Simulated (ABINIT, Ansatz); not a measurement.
# KBaH3 (Pm-3m): third-order response, part 3 of 3

Which lines does KBaH3 (Pm-3m) show in Raman and infrared spectra?

ABINIT 10.8.3; DFT LDA, scalar-relativistic, plane waves, PseudoDojo norm-conserving pseudopotentials.

So far, highest optical zone-centre mode (no LO-TO term) (cm⁻¹): step 6 (modes with the sum rule) 1088; step 7 (ASR 0, chneut 0) 1088.

The structure was built from a prototype and need not be the compound's stable phase.

## Step 8: A second program

The same cell goes through another code at the same cutoff. The files are of one family, but Ansatz's library holds files of its own making for some heavy elements, so those for Ba may differ. Its k mesh is centred on Γ.

This step: DFT LDA, scalar-relativistic, plane waves, norm-conserving pseudopotentials of its library (PseudoDojo's, some remade) (Ansatz 0.2.0).

The input, input.yaml:

```yaml
crystal:
  lattice:
    - [5.0175754737, 0.0, 0.0]
    - [0.0, 5.0175754737, 0.0]
    - [0.0, 0.0, 5.0175754737]
  atoms:
    - { symbol: K, position: [0.0, 0.0, 0.0] }
    - { symbol: Ba, position: [0.5, 0.5, 0.5] }
    - { symbol: H, position: [0.5, 0.5, 0.0] }
    - { symbol: H, position: [0.5, 0.0, 0.5] }
    - { symbol: H, position: [0.0, 0.5, 0.5] }
kpoints:
  mp_grid: { grid: [6, 6, 6] }
hamiltonian:
  xc: lda
  pseudopotentials: { kind: nc, accuracy: standard }
scf:
  occupations: { method: fixed }
output:
  eigenvalues: true
basis:
  ecutwfc: 870.764
phonons:
  method: dfpt
  dielectric: true
  rigid_motions: translations
  raman: true
```

Launch:

```
> ansatz run input.yaml --threads 4 --pin off --max-ram 8192MiB --backend cpu --events-out ev --progress --plain --runs-dir out
```

Output:

```text
Warning: basis.ecutwfc = 870.764 eV is below the records' recommended 1006.821291 eV, and the density's cutoff is lower with it unless basis.ecutrho_ratio is high enough to keep the records' density cutoff: compare with a run at a higher cutoff
Engine: ansatz 0.2.0, x86_64-unknown-linux-gnu
Pseudopotentials: kind: nc
Pseudopotential: K, nc, valence charge 9, recommended cutoff 979.609905 eV (normal), K.nc.azcp (PseudoDojo's, or run here from an input of PseudoDojo's; its table is named by hamiltonian.pseudopotentials.accuracy)
Pseudopotential: Ba, nc, valence charge 10, recommended cutoff 770 eV (normal), Ba.nc.azcp (PseudoDojo's, or run here from an input of PseudoDojo's; its table is named by hamiltonian.pseudopotentials.accuracy)
Pseudopotential: H, nc, valence charge 1, recommended cutoff 1006.821291 eV (normal), H.nc.azcp (PseudoDojo's, or run here from an input of PseudoDojo's; its table is named by hamiltonian.pseudopotentials.accuracy)
Functional definition: SPW92
  exchange = slater_x
  correlation = pw_c
Crystal: 5 atoms, lattice volume = 126.323 Å³
Basis set: ecut = 870.764 eV, 7249 PW (Γ), exchange–correlation on 100×100×100 points (8 copies of the dense FFT grid, shifted against one another)
Bands: 16, of which v1, the nominal top of the filled ones, is band 11 counted from 1 (10 counted from 0)
Symmetry: 48 space group operations
k-points: 80 of 216 (irreducible under 2 space group operations, time reversal used)
Non-local potential: K, projectors of the file, l = 0: 2, l = 1: 2, l = 2: 2
Non-local potential: Ba, projectors of the file, l = 0: 2, l = 1: 2, l = 2: 2, l = 3: 2
Non-local potential: H, projectors of the file, l = 0: 2, l = 1: 1
Initial density: superposition of atomic densities (chi_scale 0.1, normalization cell, long waves kept (reshape's long-wave potential 0.00 eV rms))
Initial wavefunctions: pseudopotential atomic-orbital guess
Functional: x = slater, c = lda
SCF iter   1: F=—  HF=-1627.596056 eV  |F-HF|=—  |Δ(HF+E_count)|=         —  Δρ=4.66e-2  dr2=4.26e0  ethr=3.10e-3  ⟨swp⟩=6.3  Hψ=6807  notcnv=0  defer=199
preconditioner: auto → Resta (q_TF=auto, 2.039 Å⁻¹)  ε∞=2.2  [insulator: Δε(μ)=2.949 eV  Ē_g=12.734 eV  n_scr=18 (ndim 8)  ℏωp=14.0 eV  f_vac=0.000  ε∞_Penn≈2.2]
SCF iter   2: F=—  HF=-1626.230202 eV  |F-HF|=—  |Δ(HF+E_count)|=    1.37e0  Δρ=1.63e-2  dr2=7.86e-1  ethr=3.10e-3  ⟨swp⟩=3.8  Hψ=2736  notcnv=0  defer=194
SCF iter   3: F=—  HF=-1625.951234 eV  |F-HF|=—  |Δ(HF+E_count)|=   2.79e-1  Δρ=4.07e-3  dr2=2.23e-2  ethr=3.10e-3  ⟨swp⟩=4.0  Hψ=2170  notcnv=0  defer=191
SCF iter   4: F=—  HF=-1625.949764 eV  |F-HF|=—  |Δ(HF+E_count)|=   1.47e-3  Δρ=6.47e-4  dr2=9.80e-4  ethr=1.02e-4  ⟨swp⟩=5.1  Hψ=2542  notcnv=0  defer=219
SCF iter   5: F=—  HF=-1625.949641 eV  |F-HF|=—  |Δ(HF+E_count)|=   1.23e-4  Δρ=1.40e-4  dr2=1.76e-5  ethr=4.45e-6  ⟨swp⟩=3.9  Hψ=2207  notcnv=0  defer=216
SCF iter   6: F=—  HF=-1625.949640 eV  |F-HF|=—  |Δ(HF+E_count)|=   7.38e-7  Δρ=3.53e-5  dr2=1.85e-6  ethr=7.98e-8  ⟨swp⟩=2.2  Hψ=2138  notcnv=0  defer=216
SCF iter   7: F=—  HF=-1625.949461 eV  |F-HF|=—  |Δ(HF+E_count)|=   1.79e-4  Δρ=2.61e-6  dr2=1.36e-8  ethr=8.41e-9  ⟨swp⟩=2.1  Hψ=2136  notcnv=0  defer=215
SCF iter   8: F=—  HF=-1625.949461 eV  |F-HF|=—  |Δ(HF+E_count)|=   1.54e-8  Δρ=6.24e-7  dr2=6.92e-10  ethr=6.17e-11  ⟨swp⟩=3.0  Hψ=2391  notcnv=0  defer=211
SCF iter   9: F=-1625.949461 eV  HF=-1625.949461 eV  |F-HF|=2.50e-12  |Δ(HF+E_count)|=  1.59e-12  Δρ=3.35e-8  dr2=1.71e-12  ethr=1.00e-12  ⟨swp⟩=26.2  Hψ=17027  notcnv=0
SCF 1 converged in 9 iterations: F = -1625.949461 eV  dr2 = 1.71e-12
DFPT response loops at Γ: preconditioner auto → Resta (q_TF=auto, 2.039 Å⁻¹)  ε∞=6.2 (no band partly filled); β = 1.00, the filter's whole step (`scf.mixing.beta` (0.50) is not read by the response loops at its default; to damp them type it under 1.00, their step now; it binds the ground state too); Broyden in place of MSR1
── the response to a field inside a basis, on 8×8×8 k-points: an SCF that follows is theirs, and a resumed run solves both again ──
Bands: 12, of which v1, the nominal top of the filled ones, is band 11 counted from 1 (10 counted from 0)
k-points: 20 of 512
Initial density: handed on by an earlier stage of this run
Initial wavefunctions: pseudopotential atomic-orbital guess (no wavefunctions were taken with the density)
Eigensolver: Dense (20 Hₖ)
SCF iter   1: F=—  HF=-1625.947312 eV  |F-HF|=—  |Δ(HF+E_count)|=         —  Δρ=1.33e-4  dr2=3.03e-6  ethr=1.00e-1
preconditioner: auto → Resta (q_TF=auto, 2.039 Å⁻¹)  ε∞=2.5  [insulator: Δε(μ)=1.728 eV  Ē_g=11.321 eV  n_scr=18 (ndim 8)  ℏωp=14.0 eV  f_vac=0.000  ε∞_Penn≈2.5]
SCF iter   2: F=—  HF=-1625.947313 eV  |F-HF|=—  |Δ(HF+E_count)|=   1.27e-6  Δρ=6.75e-5  dr2=7.98e-7  ethr=1.38e-8
SCF iter   3: F=—  HF=-1625.947314 eV  |F-HF|=—  |Δ(HF+E_count)|=   5.49e-7  Δρ=2.38e-6  dr2=3.67e-9  ethr=3.63e-9
SCF iter   4: F=—  HF=-1625.947314 eV  |F-HF|=—  |Δ(HF+E_count)|=   2.92e-9  Δρ=4.86e-7  dr2=1.26e-10  ethr=1.67e-11
SCF iter   5: F=-1625.947314 eV  HF=-1625.947314 eV  |F-HF|=1.36e-12  |Δ(HF+E_count)|=  1.57e-10  Δρ=2.96e-8  dr2=1.28e-12  ethr=1.00e-12
SCF 1 converged in 5 iterations: F = -1625.947314 eV  dr2 = 1.28e-12
DFPT response loops at Γ: preconditioner auto → none (the input reference at scf.mixing.eps_inf says where Resta's filter doesn't serve); β = 0.50; Broyden in place of MSR1
DFPT response loops at Γ: mixed as the last ones told, above
SCF converged after 9 iterations
Free energy (F): -1625.949461 eV
Harris-Foulkes:  -1625.949461 eV  (|F-HF|=2.50e-12)
Internal energy: -1625.949461 eV  (E = F + TS)
E sigma→0 (E₀):  -1625.949461 eV
Fermi energy:    2.084042 eV
--- Per-component energies (eV) ---
  E_band       = -223.418495
  E_kinetic    = 499.144817
  E_local      = -1304.677046  (includes V_loc(G=0)·N_el)
  E_nonlocal   = 218.552666
  E_hartree    = 349.744956
  E_xc         = -374.055989
  E_vxc        = -335.928844  (∫ρ·V_xc dr)
  E_ewald      = -1014.658864
  E_smearing   = -0.000000  (= −TS)
  E_closure    = -0.000000  (closes the sum)
  Σ components = -1625.949461   (vs F -1625.949461, Δ=0.00e0)
--- Band table (eV; the first three rows and the last of 80) ---
  k-point 0: bands = [... 7 lower, -9.1219, -0.5476, 0.7161, 0.7161, 7.1271, 7.1271, 7.1271, 7.5051, ... 1 higher]
  k-point 1: bands = [... 7 lower, -9.1206, -0.3687, 0.7492, 0.8961, 6.5481, 6.7813, 6.7813, 7.2238, ... 1 higher]
  k-point 2: bands = [... 7 lower, -9.1181, -0.0245, 0.8185, 1.3389, 5.8348, 6.3269, 6.3269, 6.8070, ... 1 higher]
  k-point 79: bands = [... 7 lower, -9.3052, 2.0840, 2.0840, 2.0840, 4.4692, 4.4692, 4.4692, 7.1882, ... 1 higher]
--- Phonons (Γ-DFPT): 4 representative perturbations + reference, on 80 of 216 k-points (Σ response iterations 13) ---
  k mesh reduced under 2 symmetry operations, with k and −k counted as one. Each operation leaves every solved perturbation unchanged. A smaller set is not considered because the run solves the response to a homogeneous field
  ASR residual: 1.318e-5 → 0.000e0 eV/Å²; symmetrization residual: 7.854e-7 eV/Å²
  ASR residual per site (eV/Å²): 7.04e-6 1.32e-5 6.85e-6 6.85e-6 6.85e-6
  Γ frequencies (cm⁻¹): -412.84 -412.84 -412.84 -329.09 -329.09 -329.09 0.00 0.00 0.00 94.10 94.10 94.10 1071.90 1071.90 1071.90
  ε∞ (high-frequency dielectric tensor):
        3.463683     0.000000     0.000000
        0.000000     3.463683     0.000000
        0.000000     0.000000     3.463683
  softest optical mode at Γ: -412.84 cm⁻¹; the repairs (sum rule, projections) moved no ω² at Γ by more than (2.24 cm⁻¹)²
  Born effective charges Z* (e; rows j = field, columns β = displacement):
    site 0:
         1.26034   -0.00000    0.00000
        -0.00000    1.26034    0.00000
         0.00000    0.00000    1.26034
    site 1:
         1.93799    0.00000    0.00000
        -0.00000    1.93799    0.00000
         0.00000    0.00000    1.93799
    site 2:
        -1.00518   -0.00000    0.00000
         0.00000   -1.00518    0.00000
         0.00000    0.00000   -1.18797
    site 3:
        -1.00518   -0.00000    0.00000
         0.00000   -1.18797    0.00000
         0.00000    0.00000   -1.00518
    site 4:
        -1.18797   -0.00000    0.00000
         0.00000   -1.00518    0.00000
         0.00000    0.00000   -1.00518
  Z* charge neutrality: 2.188e-4 e pre-enforcement
  solved inside a basis spanned on kpoints, on 8×8×8 k-points: ε∞ is read to err by 9.3e-3, Z* by 1.1e-2 e (field_mesh: kpoints solves on kpoints); Z* is corrected for what the basis lacks
  Raman tensors (in the event stream and the table raman_tensors.tsv): an entry may err by 9.8e-3 Å², one of the second-order susceptibility by 9.9e-19 pm/V (basis, points and sum rule); their sum over the sites missed zero by 1.362e-19 Å² ahead of its enforcement
  optical modes at Γ without the LO–TO term, one row a degenerate level:
      ω (cm⁻¹)  modes    IR ((D/Å)²/amu)  static Raman (Å⁴/amu)  depolarisation
       -412.84      3             0.0000                 0.0000               —
       -329.09      3           143.8476                 0.0000               —
         94.10      3             2.9975                 0.0000               —
       1071.90      3            93.5137                 0.0000               —
  optical modes at Γ + LO–TO along q̂ = [1.0000, 0.0000, 0.0000]:
      ω (cm⁻¹)  modes    IR ((D/Å)²/amu)  static Raman (Å⁴/amu)  depolarisation
       -412.84      3             0.0000                 0.0000               —
       -329.09      2            95.8984                 0.0000               —
         61.21      1             0.9991                 0.0000               —
         94.10      2             1.9983                 0.0000               —
        324.28      1            35.4035                 0.0000               —
       1071.90      2            62.3424                 0.0000               —
       1153.76      1            43.7170                 0.0000               —
  optical modes at Γ + LO–TO along q̂ = [0.0000, 1.0000, 0.0000]:
      ω (cm⁻¹)  modes    IR ((D/Å)²/amu)  static Raman (Å⁴/amu)  depolarisation
       -412.84      3             0.0000                 0.0000               —
       -329.09      2            95.8984                 0.0000               —
         61.21      1             0.9991                 0.0000               —
         94.10      2             1.9983                 0.0000               —
        324.28      1            35.4035                 0.0000               —
       1071.90      2            62.3424                 0.0000               —
       1153.76      1            43.7170                 0.0000               —
  optical modes at Γ + LO–TO along q̂ = [0.0000, 0.0000, 1.0000]:
      ω (cm⁻¹)  modes    IR ((D/Å)²/amu)  static Raman (Å⁴/amu)  depolarisation
       -412.84      3             0.0000                 0.0000               —
       -329.09      2            95.8984                 0.0000               —
         61.21      1             0.9991                 0.0000               —
         94.10      2             1.9983                 0.0000               —
        324.28      1            35.4035                 0.0000               —
       1071.90      2            62.3424                 0.0000               —
       1153.76      1            43.7170                 0.0000               —
```

The job ended after 86 s (4 threads of Intel Xeon 6975P-C (Granite Rapids), shared host; peak memory 2.3 GiB).

Read from the output:

```yaml
gap_on_the_k_mesh: 1.540 eV
sum_rule_residual_before_enforcement: 1.32e-5 eV/Å²
miss_of_the_charge_sum_rule: 2.19e-4 e
estimated_error_of_the_dielectric_tensor: 0.009280
estimated_error_of_the_born_charges: 0.01059 e
highest_optical_zone_centre_mode_no_lo_to_term: 1072 cm⁻¹
lowest_optical_zone_centre_mode: -412.8 cm⁻¹
mean_high_frequency_dielectric_constant: 3.464
largest_born_charge_in_size_third_of_the_trace: 1.938 e
highest_mode_moved_by_the_lo_to_term: 1154 cm⁻¹
```

Transverse modes; imaginary modes left out. Lines of the infrared spectrum (strongest = 100):

```csv
position (cm⁻¹),label,"IR intensity ((D/Å)²/amu), degenerate modes summed, relative"
94,T1u,3.2
1072,T1u,100
```

## Step 9: Side by side: ABINIT PseudoDojo and Ansatz, library NC

Worked out from the results:

```yaml
root_mean_square_difference: 9.76 cm⁻¹
largest_difference: 16.2 cm⁻¹
```

Optical modes, paired by symmetry label. Frequencies side by side, by row:

```
q (reciprocal lattice)  mode  ABINIT PseudoDojo (cm⁻¹)  Ansatz, library NC (cm⁻¹)
                 0 0 0     1                    -419.5                     -412.8
                 0 0 0     2                    -419.5                     -412.8
                 0 0 0     3                    -419.5                     -412.8
                 0 0 0     4                    -337.3                     -329.1
                 0 0 0     5                    -337.3                     -329.1
                 0 0 0     6                    -337.3                     -329.1
                 0 0 0    10                      91.6                       94.1
                 0 0 0    11                      91.6                       94.1
                 0 0 0    12                      91.6                       94.1
                 0 0 0    13                      1088                       1072
                 0 0 0    14                      1088                       1072
                 0 0 0    15                      1088                       1072
```

The two runs side by side. Further quantities:

| quantity | ABINIT PseudoDojo | Ansatz, library NC |
| --- | --- | --- |
| mean ε∞ | 3.507 | 3.464 |
| largest Born charge in size (e; the first before, the second after the charge sum rule) | 1.94 | 1.938 |
| summed Raman activity (Å⁴/amu) | 0 | 0 |

At the zone centre the largest difference (acoustic modes at Γ apart) is 1 % of the highest mode.

## Step 10: Outcome

```yaml
space_group_after_relaxation: Pm-3m
volume_per_atom: 25.3 Å³
highest_optical_zone_centre_mode_no_lo_to_term: 1088 cm⁻¹
lowest_optical_zone_centre_mode: -419.5 cm⁻¹
highest_mode_moved_by_the_lo_to_term: 1167 cm⁻¹
mean_high_frequency_dielectric_constant: 3.51
largest_born_charge_in_size_third_of_the_trace: 1.94 e
imaginary_optical_modes_at_the_zone_centre_no_q_mesh_in_this_session: yes
largest_difference_from_ansatz_library_nc: 16.2 cm⁻¹
```

What this shows: No mode is Raman active in this structure. At the LDA level the optical modes of KBaH3 (Pm-3m) at the zone centre (no LO-TO term) run from 420i to 1088 cm⁻¹, so the structure is a saddle point, with 6 modes beyond 10i cm⁻¹ there. Along the directions run, the highest mode that the macroscopic field moves lies at 1167 cm⁻¹. ABINIT PseudoDojo and Ansatz, library NC differ by 9.8 cm⁻¹ in the root mean square and by 16.2 cm⁻¹ at most, 1.5 % of the highest mode compared (acoustic modes at Γ left out); the two use different potentials, and the cell was not relaxed for the second set. These are harmonic frequencies at zero temperature: anharmonic shifts and linewidths and thermal expansion are left out. Spin-orbit coupling is left out, which can matter for the heavy elements here. Ansatz warns that the cutoff lies 14 % under the one recommended for these files; agreement at one cutoff is not convergence. The total energies of the two programs lie far apart, so at least one potential file in Ansatz's library differs from the published one read by the first program. The structure is a hypothetical one, built on a prototype.

[Host names and launcher messages were left out of these logs when they were recorded.]

[Logs are printed without paths, hosts, clocks, repeated set-up lines and the standing remarks that a program may print on its own settings, such as how far it seeks lower states.]

[Hosts, paths, dates, database ids (printed as entryN), source tags and the programs' standing remarks are cut or masked in the printed files.]
